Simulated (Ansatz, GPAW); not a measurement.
**1T-SnS2 under H-SiSi-Cl chair, AB: simulated STM images**

Aim: Tersoff-Hamann images of 1T-SnS2 under H-SiSi-Cl chair, AB at several biases.

Main program and level: GPAW 26.7.0 and Ansatz 0.2.0; Ansatz plane waves; layer without images along its normal, relaxation of atoms and in-plane cell, with D3(BJ) dispersion; PAW set soft_1, in the first sound run; inputs show where later runs differ.

This is a report of a sequence of runs, with most program output left out.

## (1) Starting point

The cell holds 7 atoms: 2 S, 1 Sn, 1 Cl, 2 Si and 1 H. Its edges and angles: a = 3.682 Å, b = 3.681 Å, c = 23.155 Å, α = 90.0°, β = 90.0°, γ = 120.0°. Regions: layer 1: 1T-SnS2, 3 atoms (2 S and 1 Sn); layer 2: H-SiSi-Cl chair, 4 atoms (1 Cl, 2 Si and 1 H). Vacuum lies along c.

Structure file:

```cif
data_structure
_symmetry_space_group_name_H-M 'P 1'
_symmetry_Int_Tables_number 1
_cell_length_a 3.6815
_cell_length_b 3.6815
_cell_length_c 23.1552
_cell_angle_alpha 90.000
_cell_angle_beta 90.000
_cell_angle_gamma 120.000
_cell_volume 271.79
loop_
_atom_site_label
_atom_site_type_symbol
_atom_site_fract_x
_atom_site_fract_y
_atom_site_fract_z
_atom_site_occupancy
S1 S 0.66667 0.33333 0.30231 1
Sn2 Sn 0.00000 0.00000 0.34150 1
S3 S 0.33333 0.66667 0.38070 1
Cl4 Cl 0.00000 0.00000 0.51242 1
Si5 Si 0.00000 0.00000 0.60441 1
Si6 Si 0.66667 0.33333 0.63637 1
H7 H 0.66667 0.33333 0.69769 1
```

## (2) Relaxing the atoms

The atoms are relaxed first, since the surface dipole, and with it the work function, follows the positions of the outer layers.

Input file input.yaml:

```yaml
crystal:
  lattice:
    - [3.6815, 0.0, 0.0]
    - [-1.84075, 3.188272524, 0.0]
    - [0.0, 0.0, 23.155166844]
  atoms:
    - { symbol: S, position: [0.6666666667, 0.3333333333, 0.3023083378] }
    - { symbol: Sn, position: [0.0, 0.0, 0.3415040572] }
    - { symbol: S, position: [0.3333333333, 0.6666666667, 0.3806997765] }
    - { symbol: Cl, position: [0.0, 0.0, 0.512419838] }
    - { symbol: Si, position: [0.0, 0.0, 0.6044079465] }
    - { symbol: Si, position: [0.6666666667, 0.3333333333, 0.6363662566] }
    - { symbol: H, position: [0.6666666667, 0.3333333333, 0.6976916622] }
  periodic: [true, true, false]
kpoints:
  mp_grid: { grid: [9, 9, 1] }
hamiltonian:
  xc: pbe
  dispersion: d3bj
  pseudopotentials: { kind: paw, azcp: { folder: soft_1 } }
scf:
  occupations: { method: fermi_dirac, width: 0.05 }
relax:
  f_tol: 0.01
  max_steps: 90
  cell: {}
```

Launch:

```console
$ ansatz run input.yaml --threads 4 --pin off --max-ram 8192MiB --backend cpu --events-out ev --progress --plain --runs-dir out
```

It took 29 s on 4 threads of AMD EPYC 9R14 (Zen 4), shared host; peak memory 0.97 GiB.

The steps of the relaxation:

```tsv
step	energy less that of the first step (eV)	largest force component (eV/Å)	volume (Å³)
1	0.0000	6.3953	494.28
2	-2.4554	3.8670	506.06
3	-3.5782	1.7361	509.11
4	-3.8600	0.2851	510.10
5	-3.9057	0.1693	516.96
6	-3.9010	0.4726	517.61
7	-3.9096	0.0313	517.81
8	-3.9099	0.0171	517.69
9	-3.9099	0.0031	517.75
10*	-3.9108	0.0031	517.75
```

Relaxation steps marked * repeat the geometry before them on a plane-wave basis chosen anew for their cell, so energy and pressure can jump there. Relaxation step 6 was tried and not accepted.

The run keeps the 6 symmetry operations that it works with, so distortions that break them were not tested.

```tsv
cell as run	before	after	change
a (Å)	3.682	3.768	+2.3 %
b (Å)	3.681	3.768	+2.3 %
```

The atoms that moved most (Å, along periodic axes as changes of fractional coordinates times the final cell, across vacuum about the mean position):

```tsv
atom	dx	dy	dz	length
S1	0.000	0.000	-0.841	0.841
Sn2	0.000	0.000	-0.302	0.302
H7	0.000	0.000	0.291	0.291
S3	0.000	0.000	0.237	0.237
Cl4	0.000	0.000	0.235	0.235
Si6	0.000	0.000	0.209	0.209
Si5	0.000	0.000	0.170	0.170
```

This step gave:

```
free energy         : -10199.0768 eV
gap by band count   : 0.5608 eV
symmetry operations : 6
```

The relaxation lowered the energy of the cell by 3.91 eV.

## (3) The slab's potential

With the geometry fixed, the planar mean of the potential gives the vacuum level on each side.

This step: GPAW, PAW setups; slab in vacuum (GPAW 26.7.0).

The cell differs from the one that the last finished run ended in (c 42.110 → 24.287 Å).

Input file run.py:

```python
import json
import numpy as np
from ase import Atoms
from ase.dft.stm import STM
from gpaw import GPAW, PW

slab = Atoms(
    ['S', 'Sn', 'S', 'Cl', 'Si', 'Si', 'H'],
    positions=[
        [1.88396, 1.08771, 7.00000],
        [-0.00000, 0.00000, 8.44730],
        [-0.00000, 2.17541, 9.89388],
        [-0.00000, 0.00000, 12.94202],
        [-0.00000, 0.00000, 15.00690],
        [1.88396, 1.08771, 15.78548],
        [1.88396, 1.08771, 17.28743]],
    cell=[[3.76792, 0.0, -0.0], [-1.88396, 3.26312, 0.0], [-0.0, 0.0, 24.2874]],
    pbc=[True, True, False])

slab.calc = GPAW(mode=PW(500), xc='PBE', kpts={'size': (9, 9, 1), 'gamma': True},
                 occupations={'name': 'fermi-dirac', 'width': 0.05}, nbands='200%',
                 convergence={'density': 1e-05}, maxiter=200,
                 poissonsolver={'dipolelayer': 'xy'},
                 symmetry={'tolerance': 1e-3}, txt='slab.txt')
result = {}
energy = slab.get_potential_energy()
fermi = slab.calc.get_fermi_level()
v = slab.calc.get_electrostatic_potential().mean((0, 1)) - fermi
n = slab.calc.get_pseudo_density().mean((0, 1))
L = slab.cell[2, 2]
z = np.arange(len(v)) * L / len(v)
low, high = slab.positions[:, 2].min(), slab.positions[:, 2].max()
below, above = np.interp([low - 4.8, high + 4.8], z, v)
slopes = [np.interp(x, z, np.gradient(v, z)) for x in (low - 4.8, high + 4.8)]
eps = np.array([[slab.calc.get_eigenvalues(k, s) for k in range(len(slab.calc.get_ibz_k_points()))]
                for s in range(slab.calc.get_number_of_spins())]) - fermi
top, bottom = eps[eps < 0].max(), eps[eps > 0].min()
dipole = slab.get_dipole_moment()[2]
print(f'energy {energy:.4f} eV, Fermi level {fermi:.4f} eV, dipole {dipole:.5f} e A')
print(f'potential 4.8 A off the faces, from the Fermi level: lower {below:.4f} eV, upper {above:.4f} eV')
print(f'slope of the potential there: lower {slopes[0]:.5f}, upper {slopes[1]:.5f} eV/A')
print(f'nearest levels on the mesh: {top:.4f} and {bottom:.4f} eV')
print('magnetic moment', round(slab.get_magnetic_moment(), 3))
result.update(energy=energy, fermi=fermi, dipole=dipole, below=below, above=above, slopes=slopes, edges=[top, bottom],
              z=z.tolist(), v=v.tolist(), n=n.tolist(), positions=slab.positions.tolist(),
              forces=slab.get_forces(apply_constraint=False).tolist(), moments=slab.get_magnetic_moments().tolist())

# Images need the states of the whole zone, up to time reversal
slab.calc = slab.calc.fixed_density(symmetry={'point_group': False}, txt='states.txt', nbands='290%',
                                    convergence={'bands': 'CBM+1.3'})
stm = STM(slab)
result['stm'] = []
for bias in [-1.0, 1.0]:
    height = high + 3.5
    current = stm.get_averaged_current(bias, height)
    x, y, h = stm.scan(bias, current)
    i, f = divmod(height / L * stm.ldos.shape[2], 1)
    I = abs((1 - f) * stm.ldos[:, :, int(i)] + f * stm.ldos[:, :, int(i) + 1])
    print(f'bias {bias} V: mean current at 3.5 A {current:.4e}, corrugation {np.ptp(h):.4f} A')
    result['stm'].append(dict(bias=bias, current=current, h=(h - high).tolist(), I=I.tolist()))
json.dump(result, open('result.json', 'w'))
```

Launch:

```console
$ OMP_NUM_THREADS=1 OPENBLAS_NUM_THREADS=1 python run.py
```

It took 2.4 min on 1 thread; peak memory 0.79 GiB.

Numbers from this step:

* dipole along the normal: 0.08404 e·Å
* levels nearest the Fermi level on the mesh: -0.2572, 0.3113 eV from the Fermi level
* upper work function: 4.349 eV
* lower work function: 5.589 eV
* corrugation 1: 0.1122 Å
* upper ionisation energy: 4.607 eV

The electrostatic potential energy of an electron (without an applied field's), less the Fermi level, planar mean oscillates, so the rows of the table below give means over windows of 2.22 Å about each position, cut where the curve ends. Its maxima inside the range that stand out by 2 % of the span (Å: eV): 0.9: 5.59, 7.6: -5.35, 9.3: -5.37, 11.5: 5.03, 13.9: 1.90. Its minima: 7.0: -12.9, 8.5: -15.6, 9.8: -12.8, 12.9: -10.9, 15.2: -12.5.

Electrostatic potential energy of an electron (without an applied field's), less the Fermi level, planar mean against z; means over each step:

```tsv
z (Å)	electrostatic potential energy of an electron (without an applied field's), less the Fermi level, planar mean (eV)
1.11	5.54
3.33	5.59
5.55	3.77
7.77	-10.4
9.99	-4.78
12.21	-0.362
14.43	-4.87
16.65	-2.27
18.87	4.24
21.09	4.35
23.31	4.38
```

Pseudo valence density, planar mean against z:

z (Å), pseudo valence density, planar mean (e/Å³) and a bar:
```
        3       0.00 
        4       0.00 
        5       0.00 
        6       0.09 #####
        7       0.30 ################
        8       0.58 ##############################
        9       0.47 #########################
       10       0.29 ###############
       11       0.07 ###
       12       0.10 #####
       13       0.37 ###################
       14       0.15 ########
       15       0.26 #############
       16       0.21 ###########
       17       0.12 ######
       18       0.02 #
       19       0.00 
       20       0.00
```

Tip height over the top atom over a1 and a2. Sample bias 1 V, constant current at the mean current 3.5 Å over the top atom.

Ten even steps from '0' (3.45 Å) to '9' (3.56 Å):
```
33333333444433333333
43443222111222344344
33443220000123443344
33333100100133333444
43221001100122345555
43210000000123455555
43200100100234455554
44101101101444566654
54100000014556899865
54100000145569989865
54221112455699889965
43223223456998889965
43233234469989989864
43343344589889889854
43443455698888889655
33433555699999996555
33334555688998865554
43444555566666555544
33444554455554455444
33433444455544443343
```
Columns: a1 from 0 to 0.95; rows upwards: a2 from 0 to 0.95.

Local density of states summed over the bias window over a1 and a2. Sample bias 1 V, constant height 3.5 Å over the top atom.

Values in units of 1e-8 arbitrary, 12 rows by 16 columns, each cell a mean:
```
2.3 2.4 2.4 2.4 2.3 2.3 2.3 2.3 2.3 2.3 2.3 2.3 2.4 2.4 2.4 2.4
2.3 2.4 2.4 2.3 2.3 2.2 2.2 2.2 2.2 2.3 2.3 2.4 2.4 2.3 2.4 2.4
2.4 2.3 2.3 2.3 2.2 2.2 2.2 2.2 2.2 2.3 2.3 2.3 2.4 2.4 2.4 2.4
2.4 2.3 2.3 2.2 2.2 2.2 2.2 2.2 2.2 2.3 2.3 2.4 2.5 2.5 2.5 2.4
2.4 2.3 2.2 2.2 2.2 2.2 2.2 2.2 2.3 2.4 2.4 2.5 2.5 2.5 2.5 2.4
2.4 2.3 2.2 2.2 2.2 2.2 2.2 2.3 2.4 2.5 2.5 2.6 2.7 2.7 2.6 2.5
2.4 2.3 2.3 2.3 2.3 2.3 2.4 2.4 2.5 2.6 2.7 2.6 2.6 2.7 2.6 2.5
2.4 2.3 2.3 2.3 2.3 2.3 2.4 2.5 2.6 2.7 2.7 2.7 2.7 2.7 2.6 2.4
2.4 2.4 2.4 2.4 2.4 2.4 2.5 2.6 2.6 2.6 2.7 2.6 2.6 2.6 2.5 2.4
2.3 2.4 2.4 2.3 2.4 2.5 2.5 2.6 2.7 2.7 2.7 2.7 2.6 2.5 2.5 2.4
2.3 2.4 2.4 2.4 2.4 2.5 2.5 2.5 2.5 2.5 2.5 2.5 2.5 2.4 2.4 2.4
2.3 2.4 2.4 2.3 2.4 2.4 2.4 2.4 2.5 2.4 2.4 2.4 2.4 2.4 2.4 2.4
```
Columns: a1 from 0 to 0.95; rows upwards: a2 from 0 to 0.95.

Force by atom:

```tsv
atom	x (eV/Å)	y (eV/Å)	z (eV/Å)	size
S1	0.000	0.000	-0.051	0.051
Sn2	0.000	0.000	-0.042	0.042
S3	0.000	0.000	-0.022	0.022
Cl4	0.000	0.000	-0.091	0.091
Si5	0.000	0.000	0.117	0.117
Si6	0.000	0.000	0.027	0.027
H7	0.000	0.000	0.062	0.062
```

The layer is gapped, so the Fermi level lies somewhere inside the gap, set by smearing and numerics, and these work functions are no property of the material; the band edges below the vacuum level are. The potential is flat to 5.8e-5 eV/Å where it is read, so the vacuum is wide enough. The geometry is the other program's minimum (found with a dispersion term); here the largest force on a free atom is 0.12 eV/Å. At -1 V the search found no usable constant-current contour near the set height, so the printed corrugation is no image; it is left out.

## (4) A second plane-wave code

A second program with its own datasets checks the number independently.

This step: Ansatz plane waves; slab in vacuum with a dipole correction; PAW set soft_1 (Ansatz 0.2.0).

Input file input.yaml:

```yaml
crystal:
  lattice:
    - [3.7679239791, 0.0, 0.0]
    - [-1.8839619896, 3.2631178855, 0.0]
    - [0.0, 0.0, 42.1103336876]
  atoms:
    - { symbol: S, position: [0.6666666667, 0.3333333333, 0.1462498522] }
    - { symbol: Sn, position: [0.0, 0.0, 0.1806191055] }
    - { symbol: S, position: [0.3333333333, 0.6666666667, 0.2149711316] }
    - { symbol: Cl, position: [0.0, 0.0, 0.2873559007] }
    - { symbol: Si, position: [0.0, 0.0, 0.336390834] }
    - { symbol: Si, position: [0.6666666667, 0.3333333333, 0.3548797789] }
    - { symbol: H, position: [0.6666666667, 0.3333333333, 0.3905469321] }
kpoints:
  mp_grid: { grid: [9, 9, 1] }
hamiltonian:
  xc: pbe
  pseudopotentials: { kind: paw, azcp: { folder: soft_1 } }
scf:
  occupations: { method: fermi_dirac, width: 0.05 }
efield:
  axis: 3
  dipole_correction: true
  ramp_width: 0.05
output:
  forces: true
  write_potential: true
  write_density: true
  volumetric_format: npy
  elf: true
```

Launch:

```console
$ ansatz run input.yaml --threads 4 --pin off --max-ram 8192MiB --backend cpu --events-out ev --progress --plain --runs-dir out
```

It took 4.2 s on 4 threads; peak memory 0.96 GiB; 15 s of CPU time.

This step gave:

```
free energy             : -10197.6837 eV
upper work function     : 4.358 eV
lower work function     : 5.594 eV
dipole along the normal : 0.08394 e·Å
dipole field            : 0.02934 V/Å
vacuum level above      : 2.343 eV
vacuum level below      : 3.578 eV
```

The electrostatic potential energy of an electron (with the applied field's), less the Fermi level, planar mean oscillates, so the rows of the table below give means over windows of 1 Å about each position, cut where the curve ends. Its maxima inside the range that stand out by 2 % of the span (Å: eV): 7.6: -5.41, 10.7: 5.03, 13.0: 1.95. Its minima: 7.2: -6.49, 8.2: -6.50, 12.1: -3.22, 14.6: -10.7.

Table of electrostatic potential energy of an electron (with the applied field's), less the Fermi level, planar mean by z; means over each step:

z (Å), electrostatic potential energy of an electron (with the applied field's), less the Fermi level, planar mean (eV) and a bar from the least value:
```
        0        5.6 ##############################
        1        5.6 ##############################
        2        5.6 ##############################
        3        5.6 ##############################
        4        5.5 ##############################
        5        4.0 ##########################
        6       -4.1 ########
        7       -6.1 ###
        8       -6.0 ###
        9       -5.2 #####
       10        2.7 #######################
       11        4.1 ###########################
       12       -2.1 ############
       13        0.4 ##################
       14       -6.6 ##
       15       -7.5 
       16        0.9 ###################
       17        3.5 #########################
       18        4.3 ###########################
       19        4.4 ###########################
       20        4.4 ###########################
       21        4.4 ###########################
       22        4.4 ###########################
       23        4.4 ###########################
       24        4.4 ###########################
       25        4.4 ###########################
       26        4.4 ###########################
       27        4.4 ###########################
       28        4.4 ###########################
       29        4.4 ###########################
       30        4.4 ###########################
       31        4.4 ###########################
       32        4.8 ############################
       33        5.3 #############################
       34        5.6 ##############################
       35        5.6 ##############################
       36        5.6 ##############################
       37        5.6 ##############################
       38        5.6 ##############################
       39        5.6 ##############################
       40        5.6 ##############################
       41        5.6 ##############################
```

The valence density, planar mean oscillates, so the rows of the table below give means over windows of 2 Å about each position, cut where the curve ends. Its maxima inside the range that stand out by 2 % of the span (Å: e/Å³): 7.6: 1.05, 12.1: 0.394, 14.6: 0.333. Its minima: 10.7: 0.0290, 13.3: 0.140.

Valence density, planar mean against z; means over each step:

```tsv
z (Å)	valence density, planar mean (e/Å³)
2	1.9e-5
4	0.00918
6	0.279
8	0.630
10	0.147
12	0.277
14	0.231
16	0.131
18	0.00500
20	9.2e-6
```

Force by atom:

```tsv
atom	x (eV/Å)	y (eV/Å)	z (eV/Å)	size
S1	0.0000	0.0000	-0.0783	0.0783
Sn2	0.0000	0.0000	-0.0423	0.0423
S3	0.0000	0.0000	0.0049	0.0049
Cl4	0.0000	0.0000	0.0063	0.0063
Si5	0.0000	0.0000	0.0434	0.0434
Si6	0.0000	0.0000	0.0506	0.0506
H7	0.0000	0.0000	0.0153	0.0153
```

Valence density in the ca plane at fractional y = 0.000, with atoms of Sn and Cl and Si within 0.2 Å of it. It is the smooth field of the valence electrons, not physical close to the nuclei.

Ten steps, logarithmic in the rise over the least value, from '0' (0 e/Å³) to '9' (11 e/Å³), each cell a mean:
```
00000000000000000136998421000024555543222211
00000000000000001124665321000013555432233221
00000000000000011222332221100001333212233221
00000000000000012222212222210000111101122221
00000000000000122222111222210000000000122211
00000000000000112222112222210000000001122211
00000000000000012222222222110001222111223221
00000000000000001123454221100012444322233221
00000000000000001135887421000024555533223221
00000000000000000137998521000024545543212210
```
Columns run along c (16.0 Å, from fractional 0.00 to 0.38 of the cell), rows up along a (3.8 Å). Atoms in or near the plane, at fractional coordinates: Sn at (0.18, 0.00), Cl at (0.29, 0.00), Si at (0.34, 0.00).

[end of part 1 of 2]

[Logs are printed without paths, hosts, clocks, repeated set-up lines and the standing remarks that a program may print on its own settings, such as how far it seeks lower states.]

[Hosts, paths, dates, database ids (printed as entryN), source tags and the programs' standing remarks are cut or masked in the printed files.]
